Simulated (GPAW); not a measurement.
# Ta2N(OH)2 MXene monolayer in an electric field, part 2 of 2

How does Ta2N(OH)2 MXene monolayer screen a perpendicular field?

GPAW 26.7.0; GPAW, PAW setups; layer in a repeated cell with vacuum, relaxation of atoms and in-plane cell (the session's first sound run).

So far, dipole along the normal (e·Å): step 2 (relaxation) -2.2e-4; step 3 (plane waves, PBE) -8.0e-4; step 4 (In a field) -0.113; step 5 (field on) -0.0565.

**7. In a field**

Level of this step: GPAW, PAW setups; slab in vacuum (GPAW).

The input, run.py:

```python
import json
import numpy as np
from ase import Atoms
from gpaw import GPAW, PW
from gpaw.external import ConstantElectricField

slab = Atoms(
    ['H', 'O', 'Ta', 'N', 'Ta', 'O', 'H'],
    positions=[
        [-0.00000, 1.85495, 8.00000],
        [-0.00000, 1.85495, 8.98729],
        [1.60643, 0.92747, 10.29964],
        [0.00000, 0.00000, 11.36012],
        [-0.00000, 1.85495, 12.42061],
        [1.60643, 0.92747, 13.73297],
        [1.60643, 0.92747, 14.72026]],
    cell=[[3.21286, 0.0, 0.0], [-1.60643, 2.78242, 0.0], [0.0, 0.0, 22.7203]],
    pbc=[True, True, False])

slab.calc = GPAW(mode=PW(500), xc='PBE', kpts={'size': (12, 12, 1), 'gamma': True},
                 occupations={'name': 'fermi-dirac', 'width': 0.05}, nbands='160%',
                 convergence={'density': 1e-05}, maxiter=200,
                 poissonsolver={'dipolelayer': 'xy'},
                 external=ConstantElectricField(0.05, [0, 0, 1]),
                 symmetry={'tolerance': 1e-3}, txt='slab.txt')
result = {}
energy = slab.get_potential_energy()
fermi = slab.calc.get_fermi_level()
v = slab.calc.get_electrostatic_potential().mean((0, 1)) - fermi
n = slab.calc.get_pseudo_density().mean((0, 1))
L = slab.cell[2, 2]
z = np.arange(len(v)) * L / len(v)
low, high = slab.positions[:, 2].min(), slab.positions[:, 2].max()
below, above = np.interp([low - 5.8, high + 5.8], z, v)
slopes = [np.interp(x, z, np.gradient(v, z)) for x in (low - 5.8, high + 5.8)]
eps = np.array([[slab.calc.get_eigenvalues(k, s) for k in range(len(slab.calc.get_ibz_k_points()))]
                for s in range(slab.calc.get_number_of_spins())]) - fermi
top, bottom = eps[eps < 0].max(), eps[eps > 0].min()
dipole = slab.get_dipole_moment()[2]
print(f'energy {energy:.4f} eV, Fermi level {fermi:.4f} eV, dipole {dipole:.5f} e A')
print(f'potential 5.8 A off the faces, from the Fermi level: lower {below:.4f} eV, upper {above:.4f} eV')
print(f'slope of the potential there: lower {slopes[0]:.5f}, upper {slopes[1]:.5f} eV/A')
print(f'nearest levels on the mesh: {top:.4f} and {bottom:.4f} eV')
print('magnetic moment', round(slab.get_magnetic_moment(), 3))
result.update(energy=energy, fermi=fermi, dipole=dipole, below=below, above=above, slopes=slopes, edges=[top, bottom],
              z=z.tolist(), v=v.tolist(), n=n.tolist(), positions=slab.positions.tolist(),
              forces=slab.get_forces(apply_constraint=False).tolist(), moments=slab.get_magnetic_moments().tolist())
json.dump(result, open('result.json', 'w'))
```

The run is started by

```console
$ OMP_NUM_THREADS=1 OPENBLAS_NUM_THREADS=1 python run.py
```

The program printed:

```text
energy -50.6921 eV, Fermi level 1.8210 eV, dipole 0.02827 e A
potential 5.8 A off the faces, from the Fermi level: lower 3.1356 eV, upper 2.5636 eV
slope of the potential there: lower -0.00193, upper 0.00154 eV/A
nearest levels on the mesh: -0.0444 and 0.0760 eV
magnetic moment 0.0
```

The job ended after 3.5 min (1 thread of AMD EPYC 9B14 (Zen 4), shared host; peak memory 0.63 GiB).

The electrostatic potential energy of an electron (without an applied field's), less the Fermi level, planar mean oscillates, so the rows of the table below give means over windows of 1.61 Å about each position, cut where the curve ends. Its maxima inside the range that stand out by 2 % of the span (Å: eV): 8.3: -0.587, 9.4: -7.58, 11.0: -13.3, 11.7: -13.3, 13.3: -7.78, 14.4: -0.906. Its minima: 8.0: -1.27, 9.0: -11.0, 10.3: -24.2, 11.4: -16.8, 12.4: -24.3, 13.7: -11.2, 14.7: -1.63.

Electrostatic potential energy of an electron (without an applied field's), less the Fermi level, planar mean against z; means over each step:

```csv
z (Å),"electrostatic potential energy of an electron (without an applied field's), less the Fermi level, planar mean (eV)"
0.81,3.10
2.42,3.13
4.02,3.12
5.63,2.92
7.24,1.13
8.85,-5.92
10.46,-17.9
12.07,-18.4
13.68,-7.48
15.29,0.326
16.90,2.32
18.51,2.54
20.12,2.56
21.73,2.57
```

**8. Field on**

run.py, as its differences from that of step 7:

```diff
@@ -23,3 +23,3 @@
                  poissonsolver={'dipolelayer': 'xy'},
-                 external=ConstantElectricField(0.05, [0, 0, 1]),
+                 external=ConstantElectricField(0.1, [0, 0, 1]),
                  symmetry={'tolerance': 1e-3}, txt='slab.txt')
```

The program printed:

```text
energy -50.6942 eV, Fermi level 1.8193 eV, dipole 0.05653 e A
potential 5.8 A off the faces, from the Fermi level: lower 3.4257 eV, upper 2.2818 eV
slope of the potential there: lower -0.00220, upper 0.00144 eV/A
nearest levels on the mesh: -0.0401 and 0.0758 eV
magnetic moment 0.0
```

Elapsed: 3.5 min, on 1 thread; peak memory 0.63 GiB.

The dipole is now 0.0565 e Å, against -8.0e-4 in the run without a field.

**9. In a field**

run.py, as its differences from that of step 8:

```diff
@@ -23,3 +23,3 @@
                  poissonsolver={'dipolelayer': 'xy'},
-                 external=ConstantElectricField(0.1, [0, 0, 1]),
+                 external=ConstantElectricField(0.2, [0, 0, 1]),
                  symmetry={'tolerance': 1e-3}, txt='slab.txt')
```

The program printed:

```text
energy -50.7027 eV, Fermi level 1.8122 eV, dipole 0.11320 e A
potential 5.8 A off the faces, from the Fermi level: lower 4.0153 eV, upper 1.7249 eV
slope of the potential there: lower -0.00302, upper 0.00127 eV/A
nearest levels on the mesh: -0.0293 and 0.0749 eV
magnetic moment 0.0
```

Run time: 3.3 min. Hardware: 1 thread; peak memory 0.63 GiB.

The dipole is now 0.113 e Å, against -8.0e-4 in the run without a field.

**10. In a field**

run.py, as its differences from that of step 9:

```diff
@@ -23,3 +23,3 @@
                  poissonsolver={'dipolelayer': 'xy'},
-                 external=ConstantElectricField(0.2, [0, 0, 1]),
+                 external=ConstantElectricField(0.3, [0, 0, 1]),
                  symmetry={'tolerance': 1e-3}, txt='slab.txt')
```

The program printed:

```text
energy -50.7170 eV, Fermi level 1.8000 eV, dipole 0.17031 e A
potential 5.8 A off the faces, from the Fermi level: lower 4.6212 eV, upper 1.1758 eV
slope of the potential there: lower -0.00441, upper 0.00119 eV/A
nearest levels on the mesh: -0.0183 and 0.0736 eV
magnetic moment 0.0
```

Elapsed: 3.5 min, on 1 thread; peak memory 0.63 GiB.

The electrostatic potential energy of an electron (without an applied field's), less the Fermi level, planar mean oscillates, so the rows of the table below give means over windows of 1 Å about each position, cut where the curve ends. Its maxima inside the range that stand out by 2 % of the span (Å: eV): 0.6: 4.62, 8.3: 0.200, 9.4: -7.07, 11.0: -13.2, 11.7: -13.4, 13.3: -8.30, 14.4: -1.71. Its minima: 8.0: -0.408, 9.0: -10.4, 10.3: -23.9, 11.4: -16.8, 12.4: -24.6, 13.7: -11.9, 14.8: -2.53.

The electrostatic potential energy of an electron (without an applied field's), less the Fermi level, planar mean by z; means over each step:

| z (Å) | electrostatic potential energy of an electron (without an applied field's), less the Fermi level, planar mean (eV) |
| --- | --- |
| 0 | 3.97 |
| 1 | 4.62 |
| 2 | 4.62 |
| 3 | 4.61 |
| 4 | 4.59 |
| 5 | 4.49 |
| 6 | 4.15 |
| 7 | 3.02 |
| 8 | 0.275 |
| 9 | -7.05 |
| 10 | -17.6 |
| 11 | -16.0 |
| 12 | -18.4 |
| 13 | -14.2 |
| 14 | -6.61 |
| 15 | -1.39 |
| 16 | 0.572 |
| 17 | 1.05 |
| 18 | 1.15 |
| 19 | 1.17 |
| 20 | 1.18 |
| 21 | 1.18 |
| 22 | 1.25 |

The dipole is now 0.170 e Å, against -8.0e-4 in the run without a field.

**11. The series**

The members are put on one axis.

This step: induced dipole against applied field (GPAW 26.7.0).

Table of dipole along the normal by field:

| field (V/Å) | dipole along the normal (e·Å) |
| --- | --- |
| -0.200 | -0.113 |
| -0.100 | -0.0565 |
| -0.050 | -0.0283 |
| 0.000 | -8.0e-4 |
| 0.050 | 0.0283 |
| 0.100 | 0.0565 |
| 0.200 | 0.113 |
| 0.300 | 0.170 |

**12. Outcome**

| Quantity | Value |
| --- | --- |
| work function, upper and lower face | 2.856 and 2.841 eV |
| dipole along the normal | -8.0e-4 e Å |
| induced dipole per field | 0.567 e Å per V/Å |
| out-of-plane polarisability per area, α/(ε0 A) | 11.5 Å |

What this shows: The field induces 0.567 e Å per V/Å, a polarisable thickness α/(ε0 A) of 11.5 Å beside 6.72 Å between the outermost nuclei. A perfect conductor would give the distance between its two image planes; a dielectric of thickness t gives t(1 - 1/ε). The induced dipole is linear in the field over this range. The small printed dipole stands for a step of 16 meV from the lower to the upper face, and the probes find 16 meV; values this small are near the numerical noise of both. The cell holds an odd number of electrons, so without spin polarisation it must come out metallic and without a moment, whatever its true state. The layer's cell and atoms come from the relaxation; spin-orbit coupling and temperature are left out.

[Logs are printed without paths, hosts, clocks, repeated set-up lines and the standing remarks that a program may print on its own settings, such as how far it seeks lower states.]

[Hosts, paths, dates, database ids (printed as entryN), source tags and the programs' standing remarks are cut or masked in the printed files.]
